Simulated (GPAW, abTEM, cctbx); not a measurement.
# SrCr2Bi2: the scripts behind a bonding study

Short scripts, each with its output. The cell comes from substitution in a known structure type and wasn't matched to any measured phase.

**1. Build the all-electron density and subtract free atoms**

```text
cell
1.0
     0.000000000   -4.525486280    0.000000000
     4.525486280    0.000000000    0.000000000
    -2.262743140    2.262743140    6.970857950
Bi Sr Cr
2 1 2
Direct
0.627883720 0.627883720 0.255767440
0.372116280 0.372116280 0.744232560
0.000000000 0.000000000 0.000000000
0.250000000 0.750000000 0.500000000
0.750000000 0.250000000 0.500000000
```

```python
import numpy as np
from ase.io import read
from ase.units import Bohr
from gpaw import GPAW, PW, FermiDirac
from gpaw.calculator import GPAW as OldGPAW
from gpaw.mpi import serial_comm, world
from scipy.special import erfc
from scipy.spatial import cKDTree

atoms = read("cell.vasp")
atoms.set_initial_magnetic_moments([0, 0, 0, 3, 3])
atoms.calc = GPAW(mode=PW(450), xc="PBE", kpts={"size": (6, 6, 6), "gamma": True},
                 occupations=FermiDirac(0.1), maxiter=120, symmetry={"tolerance": 1e-5}, txt="scf.txt")
atoms.get_potential_energy()
rho = atoms.calc.get_all_electron_density(gridrefinement=2)
moments = atoms.get_magnetic_moments() if atoms.calc.get_number_of_spins() == 2 else np.zeros(len(atoms))
total = atoms.get_magnetic_moment() if moments.any() else 0.0
if world.rank == 0:
    free = OldGPAW(mode=PW(450), xc="PBE", txt=None, communicator=serial_comm)
    neutral = atoms.copy()
    neutral.set_initial_magnetic_moments(None)
    free.initialize(neutral)
    free.set_positions(neutral)
    drho = rho - free.get_all_electron_density(gridrefinement=2)
    # GPAW starts from confined atoms: exchange their smooth part for that of the datasets' free atoms
    h = np.stack(np.meshgrid(*[np.fft.fftfreq(n, 1 / n) for n in drho.shape], indexing="ij"), -1)
    gabs = np.linalg.norm(h @ atoms.cell.reciprocal(), axis=-1)
    tails = np.fft.fftn(free.get_pseudo_density(gridrefinement=2))
    g, form, v0 = np.linspace(0, gabs.max(), 1500), {}, 0
    for e in set(atoms.symbols):
        idx = atoms.symbols.search(e)
        d = free.setups[idx[0]].data
        r, w = d.rgd.r_g * Bohr, d.rgd.r_g**2 * d.rgd.dr_g
        j0 = np.sinc(2 * g[:, None] * r)
        smooth = sum(f * p**2 for f, p in zip(d.f_j, d.phit_jg)) + np.sqrt(4 * np.pi) * d.nct_g
        full = sum(f * p**2 for f, p in zip(d.f_j, d.phi_jg)) + np.sqrt(4 * np.pi) * d.nc_g
        phase = sum(np.exp(-2j * np.pi * h @ s) for s in atoms.get_scaled_positions()[idx])
        tails -= np.interp(gabs, g, j0 @ (smooth * w)) * phase * drho.size / atoms.get_volume()
        form[e] = j0 @ (full * w)
        v0 += 2 * np.pi / 3 * 14.3996 * (full * w * r**2).sum() * len(idx)  # V A^3
    tails *= 0.5 * erfc((gabs - 1.8) / 0.25)  # the tails differ at long wavelengths alone
    drho += np.fft.ifftn(tails).real  # crystal minus superposed spherical free atoms
    np.save("drho.npy", drho)
    dv = atoms.get_volume() / drho.size
    print("grid", drho.shape, " electrons %.3f" % (rho.sum() * dv), " moved by bonding %.3f e" % (abs(drho).sum() * dv / 2))
    pts = np.indices(drho.shape).reshape(3, -1).T / drho.shape @ atoms.cell
    shifts = (np.indices((3, 3, 3)).reshape(3, -1).T - 1) @ atoms.cell
    images = (atoms.positions[None] + shifts[:, None]).reshape(-1, 3)
    dist, idx = cKDTree(images).query(pts, k=4)
    out = drho.ravel()[dist[:, 0] > 0.5]
    print("deformation density beyond 0.5 A of the nuclei: max %.3f, min %.3f e/A^3" % (out.max(), out.min()))
    tie = dist < dist[:, :1] + 1e-4
    q = -np.bincount((idx % len(atoms))[tie], (drho.ravel()[:, None] / tie.sum(1, keepdims=True) * tie)[tie], len(atoms)) * dv
    print("atom        x       y       z   Voronoi charge  moment")
    for a, s, c, m in zip(atoms, atoms.get_scaled_positions(), q, moments):
        print("%-2s%-3d %7.4f %7.4f %7.4f %10.3f %10.2f" % (a.symbol, a.index + 1, *s, c, m))
    np.savez("free.npz", g=g, **form)
    print("mean inner potential of superposed free atoms %.3f V" % (v0 / atoms.get_volume()))
    print("total magnetic moment %.3f muB" % total)
```

```console
$ OMP_NUM_THREADS=1 mpirun -n 4 gpaw python run.py > gpaw.log
```

```text
gpts.py:43: UserWarning: Initial realspace grid (24,24,40) inconsistent with symmetries.
gpts.py:43: UserWarning: Initial realspace grid (24,24,40) inconsistent with symmetries.
gpts.py:43: UserWarning: Initial realspace grid (24,24,40) inconsistent with symmetries.
gpts.py:43: UserWarning: Initial realspace grid (24,24,40) inconsistent with symmetries.
gpts.py:70: UserWarning: Using symmetrized grid: (40,40,40).
gpts.py:70: UserWarning: Using symmetrized grid: (40,40,40).
gpts.py:70: UserWarning: Using symmetrized grid: (40,40,40).
gpts.py:70: UserWarning: Using symmetrized grid: (40,40,40).
grid (80, 80, 80)  electrons 252.000  moved by bonding 1.035 e
deformation density beyond 0.5 A of the nuclei: max 0.049, min -0.155 e/A^3
atom        x       y       z   Voronoi charge  moment
Bi1    0.6279  0.6279  0.2558     -0.196      -0.11
Bi2    0.3721  0.3721  0.7442     -0.196      -0.11
Sr3    0.0000  0.0000  0.0000      0.293       0.01
Cr4    0.2500  0.7500  0.5000      0.049       3.42
Cr5    0.7500  0.2500  0.5000      0.049       3.42
mean inner potential of superposed free atoms 17.793 V
total magnetic moment 7.880 muB
```

Time: 3.4 min on 4 cores of Arm Neoverse N1 (shared host), peak memory 1.7 GiB.

**2. Fourier-transform the difference**

```python
from cctbx import adptbx, crystal, miller, xray
from cctbx.eltbx import tiny_pse
import numpy as np

cs = crystal.symmetry(unit_cell=(4.5255, 4.5255, 13.9417, 90, 90, 90), space_group_symbol='Hall: -I 4 2')  # I4/mmm
atoms = [  # label, site, U (iso, or U11 U22 U33 U12 U13 U23 in A^2), occupancy
    ("Bi1", (0.5, 0.5, 0.12788), 0.0000, 1),
    ("Sr1", (0, 0, 0), 0.0000, 1),
    ("Cr1", (0.5, 0, 0.25), 0.0000, 1),
]
xs = xray.structure(crystal_symmetry=cs)
for label, site, u, occ in atoms:
    u = adptbx.u_cif_as_u_star(cs.unit_cell(), u) if isinstance(u, tuple) else u
    xs.add_scatterer(xray.scatterer(label, site=site, u=u, occupancy=occ))
xs.scattering_type_registry(table="wk1995")
drho = np.load("drho.npy")
T = np.array([[0, 1, 0], [-1, 0, 0], [1, 1, 2]])  # conventional axes in terms of the primitive ones
dF = np.fft.ifftn(drho) * 285.52671  # electrons a conventional cell, indexed by primitive hkl
ms = miller.build_set(cs, anomalous_flag=False, d_min=0.9).sort("resolution")
iam = ms.structure_factors_from_scatterers(xs, algorithm="direct").f_calc()
p1 = xs.expand_to_p1()
z = np.array([tiny_pse.table(sc.scattering_type).atomic_number() for sc in p1.scatterers()])
x = np.array(p1.sites_frac())
free = np.load("free.npz")
print("static structure factors of the conventional cell: F in electrons, V (Mott-Bethe) in volts")
print("   h  k  l      d  |F| table  |F| free   |F| DFT   change   |V| free  |V| DFT  change %")
for h, d, table in list(zip(ms.indices(), ms.d_spacings().data(), iam.data()))[:16]:
    df = dF[tuple(np.rint(np.linalg.solve(T, h)).astype(int))]
    phase = np.exp(2j * np.pi * x @ h)
    f = sum(np.interp(1 / d, free["g"], free[sc.scattering_type]) * p for sc, p in zip(p1.scatterers(), phase))
    fz = (z * phase).sum()
    c = 14.3996 * d * d / (np.pi * cs.unit_cell().volume())
    v0, v1 = abs(fz - f) * c, abs(fz - f - df) * c
    print("%4d%3d%3d %7.4f %9.3f %9.3f %9.3f %8.3f %9.3f %8.3f %8s" % (h + (d, abs(table), abs(f), abs(f + df), abs(f + df) - abs(f), v0, v1, "%.1f" % (100 * (v1 / v0 - 1)) if v0 > 0.02 else "-")))
```

```console
$ python run.py
```

```text
static structure factors of the conventional cell: F in electrons, V (Mott-Bethe) in volts
   h  k  l      d  |F| table  |F| free   |F| DFT   change   |V| free  |V| DFT  change %
   0  0  2  6.9708    30.883    30.647    30.835    0.188     1.065    0.919    -13.8
   1  0  1  4.3044   146.892   146.620   146.943    0.323     2.336    2.240     -4.1
   0  0  4  3.4854   152.949   153.080   153.648    0.568     1.180    1.069     -9.4
   1  0  3  3.2422   284.335   284.256   284.424    0.169     6.563    6.535     -0.4
   1  1  0  3.2000   279.941   280.231   280.738    0.507     5.222    5.139     -1.6
   1  1  2  2.9082   128.906   128.463   128.009   -0.454     4.280    4.342      1.4
   1  0  5  2.3739   236.690   236.590   236.463   -0.127     4.704    4.715      0.2
   1  1  4  2.3572   288.571   288.066   287.031   -1.035     5.625    5.717      1.6
   0  0  6  2.3236    17.634    18.022    18.398    0.375     0.177    0.210     18.3
   2  0  0  2.2628   402.387   401.840   400.866   -0.974     8.397    8.477      1.0
   2  0  2  2.1522    21.165    20.805    20.239   -0.566     0.833    0.875      5.1
   2  1  1  2.0029   128.136   128.113   127.792   -0.321     1.697    1.718      1.2
   2  0  4  1.8979   140.865   141.100   141.155    0.055     1.043    1.039     -0.3
   1  1  6  1.8802   146.750   146.472   146.094   -0.377     3.490    3.512      0.6
   2  1  3  1.8555   246.824   246.785   246.460   -0.325     4.221    4.239      0.4
   1  0  7  1.8229   149.747   149.718   149.414   -0.304     1.964    1.980      0.8
```

Time: 0.44 s on 1 core of Arm Neoverse N1 (shared host), peak memory 0.09 GiB.

**3. Rock the beam across one reflection**

```python
import abtem
import numpy as np
from ase.build import make_supercell
from ase.io import read

abtem.config.set({"dask.lazy": False, "fft": "fftw", "diagnostics.progress_bar": False})
M = [[-1, 0, 0], [1, 1, 2], [0, 1, 0]]  # rows: x, y and beam direction in the primitive cell's axes
unit = make_supercell(read("cell.vasp"), M)
unit.set_cell(list(unit.cell.lengths()) + [90, 90, 90], scale_atoms=True)
unit.positions[:, 2] += 1.1314  # keeps atomic planes off the slice boundaries
unit.wrap()
slab = unit * (1, 1, 200)
print(slab.get_chemical_formula(), "| box %.2f x %.2f x %.2f A" % tuple(slab.cell.lengths()))

# change of the potential by bonding, from the DFT deformation density (Poisson's equation term by term)
drho = np.load("drho.npy")
prim = read("cell.vasp")
h = np.stack(np.meshgrid(*[np.fft.fftfreq(n, 1 / n) for n in drho.shape], indexing="ij"), -1).reshape(-1, 3).astype(int)
g2 = ((h @ prim.cell.reciprocal()) ** 2).sum(1)
keep = (g2 > 0) & (g2 < 2.5**2)
shape = (101, 310, 26)
vg = np.zeros(shape, complex)
hm = h[keep] @ np.array(M).T
move = np.exp(-2j * np.pi * hm[:, 2] * (1.1314 / unit.cell[2, 2] - 0.5 / shape[2]))  # the same shift, sampled at mid-points
vg[tuple(hm.T % np.array(shape)[:, None])] = -14.3996 / np.pi * (np.fft.fftn(drho).ravel() / drho.size)[keep] / g2[keep] * move
dV = np.fft.ifftn(vg).real * vg.size
dV = dV.reshape(101, 310, 2, 13).mean(3) * unit.cell[2, 2] / 2  # V A, projected in each slice
dV = np.tile(dV.transpose(2, 0, 1), (200, 1, 1))


def build(atoms):
    p = abtem.Potential(atoms, gpts=(101, 310), slice_thickness=[slab.cell[2, 2] / 400] * 400,
                        parametrization="lobato", projection="infinite", exit_planes=100).build()
    p.array[:] += BONDING * dV
    return p


def potentials():
    yield build(slab)  # atoms at rest


for label, BONDING in (("IAM", 0.0), ("DFT", 1.0)):
    print("=====", label)
    potential = build(slab)
    print("grid", potential.gpts, "slices", potential.num_slices)
    thickness = potential.exit_thicknesses
    h = np.array(M) @ np.linalg.solve(np.array([[0, 1, 0], [-1, 0, 0], [1, 1, 2]]), [0, 1, 1])
    ix, iy = round(h[0]) * 1, round(h[1]) * 1
    gxy = h[:2] / unit.cell.lengths()[:2]
    along = gxy / np.hypot(*gxy)
    across = np.array([-along[1], along[0]])
    bragg = 500 * abtem.PlaneWave(energy=200000).wavelength * np.hypot(*gxy)
    print("Bragg angle %.3f mrad; beam tilted 46 mrad off the zone axis across the row" % bragg)
    print("dark-field intensity of 0 1 1 against tilt along the row, in Bragg angles")
    print("  t (A)" + "".join("%8.2f" % s for s in [0.2, 0.4, 0.6, 0.8, 1.0, 1.2, 1.4, 1.6, 1.8, 2.0, 2.2, 2.4, 2.6]))
    rows = []
    row = [(n * ix, n * iy) for n in range(-8, 9)]
    for s in [0.2, 0.4, 0.6, 0.8, 1.0, 1.2, 1.4, 1.6, 1.8, 2.0, 2.2, 2.4, 2.6]:
        tilt = -s * bragg * along + 46 * across
        dp = abtem.PlaneWave(energy=200000, tilt=tuple(tilt)).multislice(potential).diffraction_patterns(max_angle="valid").array
        rows.append(dp[:, dp.shape[1] // 2 + ix, dp.shape[2] // 2 + iy])
        if s == 1.0:
            cx, cy = dp.shape[1] // 2, dp.shape[2] // 2
            share = sum(dp[:, cx + i, cy + j] for i, j in row if abs(i) < cx and abs(j) < cy) / dp.sum(axis=(1, 2))
            total = dp.sum(axis=(1, 2))
    for t, a in list(zip(thickness, np.array(rows).T))[1:]:
        print("%7.1f" % t + "".join("%8.4f" % v for v in a))
    print("at the Bragg tilt, share in the row:", share[1:].round(3).tolist(), "total:", total[1:].round(3).tolist())
```

```console
$ python run.py
```

```text
Bi800Cr800Sr400 | box 4.53 x 13.94 x 905.10 A
===== IAM
grid (101, 310) slices 400
Bragg angle 2.913 mrad; beam tilted 46 mrad off the zone axis across the row
dark-field intensity of 0 1 1 against tilt along the row, in Bragg angles
  t (A)    0.20    0.40    0.60    0.80    1.00    1.20    1.40    1.60    1.80    2.00    2.20    2.40    2.60
  226.3  0.0324  0.0347  0.0372  0.0398  0.0419  0.0437  0.0441  0.0421  0.0391  0.0365  0.0344  0.0313  0.0287
  452.5  0.0880  0.0855  0.0841  0.1084  0.1278  0.1098  0.0947  0.0882  0.0723  0.0492  0.0424  0.0427  0.0305
  678.8  0.1001  0.0832  0.0767  0.1491  0.1943  0.1956  0.1813  0.1487  0.0933  0.0191  0.0016  0.0175  0.0038
  905.1  0.1223  0.1036  0.0509  0.1489  0.2885  0.2666  0.3053  0.1556  0.1560  0.0218  0.0350  0.0037  0.0260
at the Bragg tilt, share in the row: [0.5540000200271606, 0.5270000100135803, 0.41499999165534973, 0.4699999988079071] total: [0.9879999756813049, 0.9800000190734863, 0.9760000109672546, 0.9710000157356262]
===== DFT
grid (101, 310) slices 400
Bragg angle 2.913 mrad; beam tilted 46 mrad off the zone axis across the row
dark-field intensity of 0 1 1 against tilt along the row, in Bragg angles
  t (A)    0.20    0.40    0.60    0.80    1.00    1.20    1.40    1.60    1.80    2.00    2.20    2.40    2.60
  226.3  0.0288  0.0308  0.0330  0.0355  0.0375  0.0392  0.0398  0.0381  0.0356  0.0335  0.0318  0.0291  0.0269
  452.5  0.0810  0.0789  0.0778  0.1009  0.1182  0.1001  0.0858  0.0805  0.0664  0.0455  0.0409  0.0420  0.0296
  678.8  0.0933  0.0798  0.0748  0.1428  0.1815  0.1809  0.1677  0.1387  0.0866  0.0166  0.0026  0.0202  0.0045
  905.1  0.1153  0.1015  0.0552  0.1493  0.2760  0.2517  0.2851  0.1458  0.1494  0.0193  0.0340  0.0035  0.0257
at the Bragg tilt, share in the row: [0.5540000200271606, 0.5289999842643738, 0.41499999165534973, 0.4699999988079071] total: [0.9879999756813049, 0.9800000190734863, 0.9750000238418579, 0.9710000157356262]
```

Time: 98 s.

**4. Image through focus**

```python
import abtem
import numpy as np
from ase.build import make_supercell
from ase.io import read

abtem.config.set({"dask.lazy": False, "fft": "fftw", "diagnostics.progress_bar": False})
M = [[-1, 0, 0], [1, 1, 2], [0, 1, 0]]  # rows: x, y and beam direction in the primitive cell's axes
unit = make_supercell(read("cell.vasp"), M)
unit.set_cell(list(unit.cell.lengths()) + [90, 90, 90], scale_atoms=True)
unit.positions[:, 2] += 0.5657  # keeps atomic planes off the slice boundaries
unit.wrap()
slab = unit * (2, 2, 9)
print(slab.get_chemical_formula(), "| box %.2f x %.2f x %.2f A" % tuple(slab.cell.lengths()))

# change of the potential by bonding, from the DFT deformation density (Poisson's equation term by term)
drho = np.load("drho.npy")
prim = read("cell.vasp")
h = np.stack(np.meshgrid(*[np.fft.fftfreq(n, 1 / n) for n in drho.shape], indexing="ij"), -1).reshape(-1, 3).astype(int)
g2 = ((h @ prim.cell.reciprocal()) ** 2).sum(1)
keep = (g2 > 0) & (g2 < 2.5**2)
shape = (57, 175, 28)
vg = np.zeros(shape, complex)
hm = h[keep] @ np.array(M).T
move = np.exp(-2j * np.pi * hm[:, 2] * (0.5657 / unit.cell[2, 2] - 0.5 / shape[2]))  # the same shift, sampled at mid-points
vg[tuple(hm.T % np.array(shape)[:, None])] = -14.3996 / np.pi * (np.fft.fftn(drho).ravel() / drho.size)[keep] / g2[keep] * move
dV = np.fft.ifftn(vg).real * vg.size
dV = dV.reshape(57, 175, 4, 7).mean(3) * unit.cell[2, 2] / 4  # V A, projected in each slice
dV = np.tile(dV.transpose(2, 0, 1), (9, 2, 2))


def build(atoms):
    p = abtem.Potential(atoms, gpts=(114, 350), slice_thickness=[slab.cell[2, 2] / 36] * 36,
                        parametrization="lobato", projection="infinite", exit_planes=12).build()
    p.array[:] += BONDING * dV
    return p


sigmas = {'Bi': 0.061, 'Sr': 0.071, 'Cr': 0.077}  # r.m.s. displacement along each axis, A
u = np.array([sigmas[s] for s in slab.symbols])[:, None]
rng = np.random.default_rng(757)


def potentials():
    for _ in range(2):  # frozen phonons, one configuration at a time
        atoms = slab.copy()
        atoms.positions += u * rng.standard_normal((len(atoms), 3))
        atoms.wrap()
        yield build(atoms)


for label, BONDING in (("IAM", 0.0), ("DFT", 1.0)):
    print("=====", label)
    rng = np.random.default_rng(757)  # the same displacements for both
    potential = build(slab)
    print("grid", potential.gpts, "slices", potential.num_slices)
    thickness = potential.exit_thicknesses
    columns = [  # name, x, y (A)
        ("Bi", 2.263, 1.783),
        ("Sr", 0.000, 0.000),
        ("Cr", 0.000, 3.485),
        ("void", 1.886, 0.000),
    ]
    waves = [abtem.PlaneWave(energy=200000).multislice(p) for p in potentials()]
    stack = []
    for defocus in [-130.0, -90.0, -50.0, -10.0, 70.0]:
        ctf = abtem.CTF(energy=200000, Cs=-80000, defocus=defocus, focal_spread=30, semiangle_cutoff=35)
        ims = [w.apply_ctf(ctf).intensity() for w in waves]
        im = sum(ims[1:], ims[0]) / len(ims)
        a = im.array.reshape(len(thickness), 2, -1, 2, im.array.shape[-1] // 2).mean(axis=(1, 3))
        a = a / im.array[0].mean()
        stack.append(a)
        print("defocus %.0f A: intensity at the columns, vacuum = 1" % defocus)
        print("  t (A)     min     max" + "".join("%10s" % c[0][:9] for c in columns))
        for t, b in list(zip(thickness, a))[1:]:
            at = [b[round(x / im.sampling[0]) % b.shape[0], round(y / im.sampling[1]) % b.shape[1]] for _, x, y in columns]
            print("%7.1f %7.3f %7.3f" % (t, b.min(), b.max()) + "".join("%10.3f" % v for v in at))
    print("Scherzer defocus %.0f A, point resolution %.2f A" % (ctf.scherzer_defocus, ctf.point_resolution))
    np.save(label + "_hrtem.npy", np.array(stack))
```

```console
$ python run.py
```

```text
Bi144Cr144Sr72 | box 9.05 x 27.88 x 40.73 A
===== IAM
grid (114, 350) slices 36
defocus -130 A: intensity at the columns, vacuum = 1
  t (A)     min     max        Bi        Sr        Cr      void
   13.6   0.416   1.526     1.294     1.339     1.122     0.892
   27.2   0.135   1.872     1.042     1.652     1.698     1.317
   40.7   0.053   2.315     0.722     1.865     2.272     1.390
defocus -90 A: intensity at the columns, vacuum = 1
  t (A)     min     max        Bi        Sr        Cr      void
   13.6   0.508   1.771     1.752     1.610     1.483     1.116
   27.2   0.273   2.211     1.717     2.163     2.043     1.157
   40.7   0.156   2.511     1.371     2.439     2.415     1.007
defocus -50 A: intensity at the columns, vacuum = 1
  t (A)     min     max        Bi        Sr        Cr      void
   13.6   0.592   2.312     2.241     2.110     1.831     0.985
   27.2   0.335   3.158     1.734     3.158     2.682     0.927
   40.7   0.322   3.664     0.696     3.656     3.367     0.846
defocus -10 A: intensity at the columns, vacuum = 1
  t (A)     min     max        Bi        Sr        Cr      void
   13.6   0.457   1.073     0.457     0.969     0.969     1.017
   27.2   0.037   1.355     0.074     1.162     1.218     0.975
   40.7   0.067   1.905     0.150     1.502     1.755     0.919
defocus 70 A: intensity at the columns, vacuum = 1
  t (A)     min     max        Bi        Sr        Cr      void
   13.6   0.369   1.615     0.467     0.574     0.752     1.337
   27.2   0.134   1.995     0.718     0.222     0.386     1.712
   40.7   0.041   2.124     1.034     0.121     0.059     1.677
Scherzer defocus -55 A, point resolution 0.68 A
===== DFT
grid (114, 350) slices 36
defocus -130 A: intensity at the columns, vacuum = 1
  t (A)     min     max        Bi        Sr        Cr      void
   13.6   0.412   1.521     1.288     1.347     1.131     0.891
   27.2   0.130   1.893     1.027     1.667     1.717     1.317
   40.7   0.048   2.342     0.703     1.886     2.299     1.396
defocus -90 A: intensity at the columns, vacuum = 1
  t (A)     min     max        Bi        Sr        Cr      void
   13.6   0.504   1.769     1.750     1.615     1.494     1.117
   27.2   0.267   2.225     1.713     2.176     2.067     1.162
   40.7   0.149   2.540     1.366     2.462     2.448     1.014
defocus -50 A: intensity at the columns, vacuum = 1
  t (A)     min     max        Bi        Sr        Cr      void
   13.6   0.591   2.312     2.240     2.114     1.840     0.986
   27.2   0.334   3.168     1.732     3.168     2.703     0.930
   40.7   0.321   3.678     0.694     3.670     3.401     0.850
defocus -10 A: intensity at the columns, vacuum = 1
  t (A)     min     max        Bi        Sr        Cr      void
   13.6   0.458   1.072     0.458     0.969     0.971     1.017
   27.2   0.038   1.361     0.074     1.163     1.223     0.977
   40.7   0.067   1.914     0.150     1.501     1.760     0.921
defocus 70 A: intensity at the columns, vacuum = 1
  t (A)     min     max        Bi        Sr        Cr      void
   13.6   0.370   1.623     0.468     0.573     0.745     1.335
   27.2   0.132   1.989     0.718     0.223     0.377     1.709
   40.7   0.038   2.114     1.035     0.123     0.055     1.677
Scherzer defocus -55 A, point resolution 0.68 A
```

Time: 8.2 s.

[Outputs are excerpts: Python notices, other lines and further rows are left out; steps that failed or that the build refused (PBEsol, TPSS) are not shown.]

[Logs are printed without paths, hosts, clocks, repeated set-up lines and the standing remarks that a program may print on its own settings, such as how far it seeks lower states.]
